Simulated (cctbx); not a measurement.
# What is wrong with this refinement?

Cell a = 8.6920 Å, b = 8.6920 Å, c = 6.4570 Å, α = 90.00°, β = 90.00°, γ = 120.00°; space group P6_3/mcm (no. 193).

Simulated single-crystal data (cctbx): Mo Kα, λ = 0.71073 Å, to d = 0.8 Å, 50 % of the full sphere, strongest reflection 5000 counts, noise from counting, a 4 % proportional error and a noise floor of 2 counts (s.d.); no absorption.

An anisotropic refinement with weights 1/σ² prints:

```text
Rint 0.053, 180 unique reflections to 0.80 A
cycle     R1     wR2    GooF  max shift (A)
   1  0.1646  0.4000  12.962   0.00499
   2  0.0659  0.1881   6.096   0.00017
final R1 0.0659 wR2 0.1881 GooF 6.096  parameters 10  data/parameter 18.0
atom        x        y        z      Ueq    occ   su(xyz)  su(Uiso or U11)
Nd1    0.76198  0.76198  0.75000  -0.0040  1.000  0.00028  0.0011  NPD
Er1    0.33333  0.66667  0.00000   0.0151  1.000  0.00000  0.0014
Ge1    0.37342  0.37342  0.75000   0.0063  1.000  0.00065  0.0021
difference map: max 10.22 min -7.55 rms 1.35
Q1    0.0000  0.2185  0.7500    6   10.40  0.17 A from Nd1
Q2    0.0000  0.4117  0.2500    6    2.99  0.33 A from Ge1
Q3    0.3333  0.6667  0.1802    8    2.46  1.16 A from Er1
Q4    0.2167  0.5341  0.5172   24    1.81  1.10 A from Er1
Q5    0.2169  0.5441  0.7500   12    1.81  1.92 A from Er1
Q6    0.2259  0.5721  0.1028   24    1.76  1.10 A from Er1
```

Q: Accept it or mend it, and why?

Mend it. The fault: elements exchanged: Er1 is Nd and Nd1 is Er. Against the right model at the same level, R1 goes from 0.0121 to 0.0659 and GooF from 0.87 to 6.10, U of Nd1 shrinks from 0.0039 to -0.0040 Å², U of Er1 swells from 0.0046 to 0.0151 Å², the top difference peak, 10.4 e/Å³, lies on Nd1, a hole of -7.5 e/Å³ opens and Nd1 goes non-positive-definite. Er1 has 8 electrons too many and its U swells to shed them, as expected; Nd1 has 8 electrons too few and its U shrinks to make up, as expected.

The compound is Nd2Er3Ge3. The right model at the same level gives:

```text
Rint 0.053, 180 unique reflections to 0.80 A
cycle     R1     wR2    GooF  max shift (A)
   1  0.0157  0.0383   1.241   0.00041
   2  0.0121  0.0269   0.873   0.00000
final R1 0.0121 wR2 0.0269 GooF 0.873  parameters 10  data/parameter 18.0
atom        x        y        z      Ueq    occ   su(xyz)  su(Uiso or U11)
Er1    0.76233  0.76233  0.75000   0.0039  1.000  0.00004  0.0002
Nd1    0.33333  0.66667  0.00000   0.0046  1.000  0.00000  0.0002
Ge1    0.37402  0.37402  0.75000   0.0053  1.000  0.00010  0.0003
difference map: max 1.14 min -0.86 rms 0.23
Q1    0.0000  0.1610  0.2500    6    1.16  1.83 A from Er1
Q2    0.2263  0.5530  0.7500   12    0.91  1.88 A from Nd1
Q3    0.1636  0.4829  0.0507   24    0.73  1.57 A from Nd1
Q4    0.0000  0.1050  0.0792   12    0.73  2.11 A from Er1
Q5    0.0787  0.4816  0.0095   24    0.68  1.76 A from Ge1
Q6    0.3333  0.6667  0.1492    8    0.68  0.96 A from Nd1
```

This is a model crystal, built by substitution and not relaxed, with assumed displacement parameters.

[Middle refinement cycles are left out of these outputs.]

[Logs are printed without paths, hosts, clocks, repeated set-up lines and the standing remarks that a program may print on its own settings, such as how far it seeks lower states.]
